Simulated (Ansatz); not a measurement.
## Au(111) with 4 thermally displaced layers, 2x2: scattering by thermal displacements

How much do lattice vibrations at 800 K scatter the electrons of Au? Layers with random displacements are laid between perfect leads, and the resistance is followed against their length.

Main program and level: Ansatz 0.2.0; Ansatz plane-wave DFT, PBE, PAW files; ballistic transport by layer matching (Landauer), zero bias; PAW set soft_1.

Report form: the programs' logs are mostly left out.

**1. The structure**

The cell holds 40 atoms: 40 Au. Its edges and angles: a = 5.768 Å, b = 5.768 Å, c = 23.605 Å, α = 93.5°, β = 86.5°, γ = 120.0°. It derives from Au. Regions: lead, 24 atoms (24 Au); scattering region, 16 atoms (16 Au). The structure is stacked along c, and the current runs across the ab planes.

**2. With 4 displaced layers**

Each atom of 4 layers is moved at random, by amounts drawn from a normal law 0.1474 Å wide in each direction from the Debye model (165 K) at 800 K. The layers about the cell's end stay perfect and serve as the lead. Disorder leaves little or no symmetry, which makes such runs dear. Energies from -0.05 to 0.05 eV in steps of 0.05 eV are too few for the program's thermal sum, so it prints no conductance; for a metal the transmission near the Fermi level serves, at a fraction of the cost.

input.yaml reads:

```yaml
crystal:
  lattice:
    - [5.7675164607, 0.0, 0.0]
    - [-2.8837582304, 4.9948157718, 0.0]
    - [1.4418791152, -0.8324692953, 23.5457873532]
  atoms:
    - { symbol: Au, position: [0.9916666667, 0.0083333333, 0.05] }
    - { symbol: Au, position: [0.9916666667, 0.5083333333, 0.05] }
    - { symbol: Au, position: [0.4916666667, 0.0083333333, 0.05] }
    - { symbol: Au, position: [0.4916666667, 0.5083333333, 0.05] }
    - { symbol: Au, position: [0.1416666667, 0.3583333333, 0.15] }
    - { symbol: Au, position: [0.1416666667, 0.8583333333, 0.15] }
    - { symbol: Au, position: [0.6416666667, 0.3583333333, 0.15] }
    - { symbol: Au, position: [0.6416666667, 0.8583333333, 0.15] }
[... 28 atom lines left out ...]
    - { symbol: Au, position: [0.8416666667, 0.1583333333, 0.95] }
    - { symbol: Au, position: [0.8416666667, 0.6583333333, 0.95] }
    - { symbol: Au, position: [0.3416666667, 0.1583333333, 0.95] }
    - { symbol: Au, position: [0.3416666667, 0.6583333333, 0.95] }
kpoints:
  mp_grid: { grid: [5, 5, 1] }
hamiltonian:
  xc: pbe
  pseudopotentials: { kind: paw, azcp: { folder: soft_1 } }
scf:
  occupations: { method: fermi_dirac, width: 0.1 }
output:
  transmission:
    leads: [[0, 4]]
    kmesh: [10, 10]
    e_range: [-0.05, 0.05]
    de: 0.05
  write_potential: true
  write_density: true
  volumetric_format: npy
  elf: true
```

Command:

```console
$ ansatz run input.yaml --threads 4 --pin off --max-ram 15360MiB --backend cpu --events-out ev --progress --plain --runs-dir out
```

Run time: 8.6 min. Hardware: 4 threads of AMD EPYC 7R43, shared host; peak memory 6.6 GiB.

This step gave:

| Property | Result |
| --- | --- |
| free energy | -526043.9311 eV |
| energy at zero smearing | -526043.6941 eV |
| Fermi energy | 20.73 eV |
| cell area | 28.81 Å² |
| transmission per spin nearest the Fermi level | 3.003 |
| open channels per spin nearest the Fermi level | 3.21 |
| step of the lead's potential | 9.3 meV |

Per spin. The transmission, zone mean by energy, zero at the Fermi level:

```csv
energy (eV),"transmission, zone mean"
-0.0500,2.99
0.0000,3.00
0.0500,3.01
```

Per spin. The open channels, zone mean, lead stays at 3.21 for energy from -0.05 to 0.05 eV.

Transmission over k1 and k2. At 0.0000 eV from the Fermi level.

Ten even steps from '0' (2.61) to '9' (3.44):
```
3744494444
4384494444
4447483444
3443202333
8873232378
3333202344
4444384744
4444494483
3444494447
7344494443
```
Columns: k1 (b1) from -0.5 to 0.4; rows upwards: k2 (b2) from -0.5 to 0.4.

Open channels over k1 and k2. At 0.0000 eV from the Fermi level.

Values, 10 rows by 10 columns:
```
3.00 4.00 3.00 3.00 3.00 4.00 3.00 3.00 3.00 3.00
3.00 3.00 4.00 3.00 3.00 4.00 3.00 3.00 3.00 3.00
3.00 3.00 3.00 4.00 3.00 4.00 3.00 3.00 3.00 3.00
3.00 3.00 3.00 3.00 3.00 3.00 3.00 3.00 3.00 3.00
4.00 4.00 4.00 4.00 3.00 3.00 3.00 4.00 4.00 4.00
3.00 3.00 3.00 3.00 3.00 3.00 3.00 3.00 3.00 3.00
3.00 3.00 3.00 3.00 3.00 4.00 3.00 4.00 3.00 3.00
3.00 3.00 3.00 3.00 3.00 4.00 3.00 3.00 4.00 3.00
3.00 3.00 3.00 3.00 3.00 4.00 3.00 3.00 3.00 4.00
4.00 3.00 3.00 3.00 3.00 4.00 3.00 3.00 3.00 3.00
```
Columns: k1 (b1) from -0.5 to 0.4; rows upwards: k2 (b2) from -0.5 to 0.4.

Valence density in the ca plane at fractional y = 0.620, with atoms of Au within 0.2 Å of it. It is the smooth field of the valence electrons, not physical close to the nuclei.

Ten steps, logarithmic in the rise over the least value, from '0' (0 e/Å³) to '9' (14 e/Å³), each cell a mean:
```
11001221237998520011100001001489985211111000
11113553224776410011100000001378975200110000
11135776322343100112210112110246653101110000
11136887421111000133321244421112321012322101
11125776421232210233322356642111100013443212
11013554212566421123322367642222210024554212
11001221114788731122211245532356531013443212
11001111114799742111100123223689862101222101
11012332113678631111100011113689973100110000
11124665211355321111000011112589863100110000
11136887411122100111101233211356641001221000
11136887421221101222212345321123210013432111
11124665323553211233212455421122221124553212
11012333236887411223211344321246642123553212
11000111247998621112111122211478874212332111
```
Columns run along c (16.0 Å, from fractional 0.16 to 0.84 of the cell), rows up along a (5.8 Å). Atoms in or near the plane, at fractional coordinates: Au at (0.34, 0.99), Au at (0.65, 0.94), Au at (0.64, 0.40).

Electrostatic potential energy in the ca plane at fractional y = 0.620, with atoms of Au within 0.2 Å of it. With pseudopotentials it is smooth inside the atoms' cores, unlike the true potential.

Values in eV, 8 rows by 16 columns, each cell a mean:
```
 22  18  13   7 -22  10  22  22  23  22  13 -26  -5  22  22  23
 21   0 -17  17  13  21  20  18  20  15  20   1  13  21  20  23
 22   5 -13  18  10  19  17  13  10 -10  19  21  23  13   5  20
 21  21  18  15 -22   0  20  20  16   1  12  -7  17  16   8  20
 22  18  14  18 -17   2  21  22  23  21   3 -27   5  22  21  23
 21  -1 -17  18  17  20  21  21  19  17  15 -10  14  21  20  23
 22   5 -13  15   8  21  17  18   9   2  21  16  21  13   5  20
 21  21  18   3 -25   9  19  20  17  13  16 -16   7  15   8  20
```
Columns run along c (16.0 Å, from fractional 0.16 to 0.84 of the cell; values clipped at the 3rd and 97th percentile), rows up along a (5.8 Å). Atoms in or near the plane, at fractional coordinates: Au at (0.34, 0.99), Au at (0.65, 0.94), Au at (0.64, 0.40).

ELF in the ca plane at fractional y = 0.620, with atoms of Au within 0.2 Å of it. It is the smooth field of the valence electrons, not physical close to the nuclei.

Values, 8 rows by 16 columns, each cell a mean:
```
0.19 0.23 0.28 0.32 0.57 0.30 0.18 0.17 0.14 0.18 0.28 0.65 0.41 0.20 0.19 0.15
0.20 0.39 0.49 0.25 0.28 0.18 0.22 0.24 0.21 0.27 0.21 0.38 0.28 0.20 0.21 0.15
0.20 0.35 0.47 0.24 0.31 0.23 0.26 0.30 0.31 0.45 0.23 0.20 0.16 0.30 0.36 0.22
0.19 0.19 0.24 0.26 0.54 0.38 0.22 0.22 0.26 0.38 0.30 0.43 0.24 0.27 0.33 0.22
0.19 0.23 0.28 0.23 0.50 0.37 0.21 0.18 0.16 0.21 0.35 0.65 0.34 0.19 0.20 0.15
0.20 0.38 0.50 0.23 0.24 0.20 0.20 0.18 0.23 0.24 0.27 0.45 0.26 0.20 0.21 0.15
0.19 0.35 0.46 0.27 0.32 0.20 0.26 0.23 0.33 0.38 0.20 0.26 0.20 0.30 0.36 0.22
0.19 0.19 0.24 0.35 0.61 0.31 0.23 0.21 0.25 0.30 0.26 0.50 0.34 0.27 0.34 0.22
```
Columns run along c (16.0 Å, from fractional 0.16 to 0.84 of the cell), rows up along a (5.8 Å). Atoms in or near the plane, at fractional coordinates: Au at (0.34, 0.99), Au at (0.65, 0.94), Au at (0.64, 0.40).

Over the solved energies the transmission per spin lies between 2.99 and 3.01, out of 3.21 channels of the lead on average (up to 3.21).

**3. With 8 displaced layers**

Each atom of 8 layers is moved at random, by amounts drawn from a normal law 0.1474 Å wide in each direction from the Debye model (165 K) at 800 K. A fresh draw is used; the growth of the resistance with length is what counts.

System of this step: Au(111) with 8 thermally displaced layers, 2x2. The cell holds 56 atoms: 56 Au. Its edges and angles: a = 5.768 Å, b = 5.768 Å, c = 33.006 Å, α = 87.5°, β = 92.5°, γ = 120.0°. It derives from Au. Regions: lead, 24 atoms (24 Au); scattering region, 32 atoms (32 Au). The structure is stacked along c, and the current runs across the ab planes.

input.yaml reads:

```yaml
crystal:
  lattice:
    - [5.7675164607, 0.0, 0.0]
    - [-2.8837582304, 4.9948157718, 0.0]
    - [-1.4418791152, 0.8324692953, 32.9641022945]
  atoms:
    - { symbol: Au, position: [0.005952381, 0.994047619, 0.0357142857] }
    - { symbol: Au, position: [0.005952381, 0.494047619, 0.0357142857] }
    - { symbol: Au, position: [0.505952381, 0.994047619, 0.0357142857] }
    - { symbol: Au, position: [0.505952381, 0.494047619, 0.0357142857] }
    - { symbol: Au, position: [0.1845238095, 0.3154761905, 0.1071428571] }
    - { symbol: Au, position: [0.1845238095, 0.8154761905, 0.1071428571] }
    - { symbol: Au, position: [0.6845238095, 0.3154761905, 0.1071428571] }
    - { symbol: Au, position: [0.6845238095, 0.8154761905, 0.1071428571] }
[... 44 atom lines left out ...]
    - { symbol: Au, position: [0.3273809524, 0.1726190476, 0.9642857143] }
    - { symbol: Au, position: [0.3273809524, 0.6726190476, 0.9642857143] }
    - { symbol: Au, position: [0.8273809524, 0.1726190476, 0.9642857143] }
    - { symbol: Au, position: [0.8273809524, 0.6726190476, 0.9642857143] }
kpoints:
  mp_grid: { grid: [5, 5, 1] }
hamiltonian:
  xc: pbe
  pseudopotentials: { kind: paw, azcp: { folder: soft_1 } }
scf:
  occupations: { method: fermi_dirac, width: 0.1 }
output:
  transmission:
    leads: [[0, 4]]
    kmesh: [10, 10]
    e_range: [-0.05, 0.05]
    de: 0.05
  write_potential: true
  write_density: true
  volumetric_format: npy
```

The job ended after 14 min (4 threads; peak memory 8.1 GiB).

Numbers from this step:

| Item | Value |
| --- | --- |
| free energy | -736458.3004 eV |
| energy at zero smearing | -736457.9746 eV |
| transmission per spin nearest the Fermi level | 2.770 |
| step of the lead's potential | 8.5 meV |

Per spin. The transmission, zone mean stays at 2.77 for energy from -0.05 to 0.05 eV.

Over the solved energies the transmission per spin lies between 2.76 and 2.77, out of 3.21 channels of the lead on average (up to 3.21).

**4. With 12 displaced layers**

Each atom of 12 layers is moved at random, by amounts drawn from a normal law 0.1474 Å wide in each direction from the Debye model (165 K) at 800 K. A fresh draw is used; the growth of the resistance with length is what counts.

System of this step: Au(111) with 12 thermally displaced layers, 2x2. The cell holds 72 atoms: 72 Au. Its edges and angles: a = 5.768 Å, b = 5.768 Å, c = 42.382 Å, α = 90.0°, β = 90.0°, γ = 120.0°. It derives from Au. Regions: lead, 24 atoms (24 Au); scattering region, 48 atoms (48 Au). The structure is stacked along c, and the current runs across the ab planes.

input.yaml reads:

```yaml
crystal:
  lattice:
    - [5.7675164607, 0.0, 0.0]
    - [-2.8837582304, 4.9948157718, 0.0]
    - [0.0, 0.0, 42.3824172358]
  atoms:
    - { symbol: Au, position: [0.0, 0.0, 0.0277777778] }
    - { symbol: Au, position: [0.0, 0.5, 0.0277777778] }
    - { symbol: Au, position: [0.5, 0.0, 0.0277777778] }
    - { symbol: Au, position: [0.5, 0.5, 0.0277777778] }
    - { symbol: Au, position: [0.1666666667, 0.3333333333, 0.0833333333] }
    - { symbol: Au, position: [0.1666666667, 0.8333333333, 0.0833333333] }
    - { symbol: Au, position: [0.6666666667, 0.3333333333, 0.0833333333] }
    - { symbol: Au, position: [0.6666666667, 0.8333333333, 0.0833333333] }
[... 60 atom lines left out ...]
    - { symbol: Au, position: [0.3333333333, 0.1666666667, 0.9722222222] }
    - { symbol: Au, position: [0.3333333333, 0.6666666667, 0.9722222222] }
    - { symbol: Au, position: [0.8333333333, 0.1666666667, 0.9722222222] }
    - { symbol: Au, position: [0.8333333333, 0.6666666667, 0.9722222222] }
kpoints:
  mp_grid: { grid: [5, 5, 1] }
hamiltonian:
  xc: pbe
  pseudopotentials: { kind: paw, azcp: { folder: soft_1 } }
scf:
  occupations: { method: fermi_dirac, width: 0.1 }
output:
  transmission:
    leads: [[0, 4]]
    kmesh: [10, 10]
    e_range: [-0.05, 0.05]
    de: 0.05
  write_potential: true
  write_density: true
  volumetric_format: npy
```

Elapsed: 24 min, on 4 threads; peak memory 9.8 GiB; 1.6 h of CPU time.

Numbers from this step:

| Property | Result |
| --- | --- |
| free energy | -946870.6474 eV |
| energy at zero smearing | -946870.2647 eV |
| Fermi energy | 20.71 eV |
| transmission per spin nearest the Fermi level | 2.546 |
| step of the lead's potential | 13.7 meV |

Per spin. The transmission, zone mean by energy, zero at the Fermi level:

```csv
energy (eV),"transmission, zone mean"
-0.0500,2.53
0.0000,2.55
0.0500,2.59
```

Over the solved energies the transmission per spin lies between 2.53 and 2.59, out of 3.21 channels of the lead on average (up to 3.21).

**5. The fit**

This step: Ansatz plane-wave DFT, PBE, PAW files; ballistic transport by layer matching (Landauer), zero bias; resistivity from the slope of the area resistance; PAW set soft_1 (Ansatz 0.2.0).

Numbers from this step:

```yaml
resistivity: 11.48 µΩ cm
intercept: -0.02830 fΩ m²
scatter_about_the_fit: 0.001556 fΩ m²
```

Resistance, by row:

| run | length (Å) | T | channels N | RA (fΩ m²) |
| --- | --- | --- | --- | --- |
| n4 | 9.418 | 3 | 3.21 | 0.0809 |
| n8 | 18.84 | 2.766 | 3.21 | 0.1857 |
| n12 | 28.25 | 2.555 | 3.21 | 0.2971 |

Area resistance against length of the displaced region:

| length of the displaced region (Å) | area resistance (fΩ m²) |
| --- | --- |
| 9.42 | 0.0809 |
| 18.84 | 0.186 |
| 28.25 | 0.297 |

The area resistance goes from 0.081 to 0.30 fΩ m² between 9.4 and 28.3 Å, a slope of 11 µΩ cm.

By hand from the end points: (0.2971 − 0.08090) fΩ m² / (28.25 − 9.42) Å = 11 µΩ cm, since 1 fΩ m² per Å is 1000 µΩ cm.

**6. What came out**

```
resistivity from the slope  : 11.5 µΩ cm
area resistance over 9.42 Å : 0.0809 fΩ m²
area resistance over 18.8 Å : 0.186 fΩ m²
area resistance over 28.3 Å : 0.297 fΩ m²
```

**Reading.** The slope gives 11 µΩ cm. The points scatter by 0.0016 fΩ m² about the line, with one random draw a length in a 2x2 cell, so the slope is a rough value. The mean square of the displacements drawn is 0.78, 0.91 and 1.0 of the nominal one at the three lengths; with each resistance scaled back by that, the slope is 9.9 µΩ cm, the value used below. Read with a model of isotropic scattering on a spherical Fermi surface and the lead's 0.86×10¹⁵ S/m², this slope means a mean free path near 99 Å; over these lengths the model's slope is 1.12 times its bulk resistivity, which would be 8.8 µΩ cm. Uncorrelated displacements put too much weight on short waves, which scatter strongly; with the sideways repeat of a small cell, one draw and three short lengths, the method is good to a factor of two or three. Spin-orbit coupling is left out, which matters for Au.

[Logs are printed without paths, hosts, clocks, repeated set-up lines and the standing remarks that a program may print on its own settings, such as how far it seeks lower states.]

[Hosts, paths, dates, database ids (printed as entryN), source tags and the programs' standing remarks are cut or masked in the printed files.]
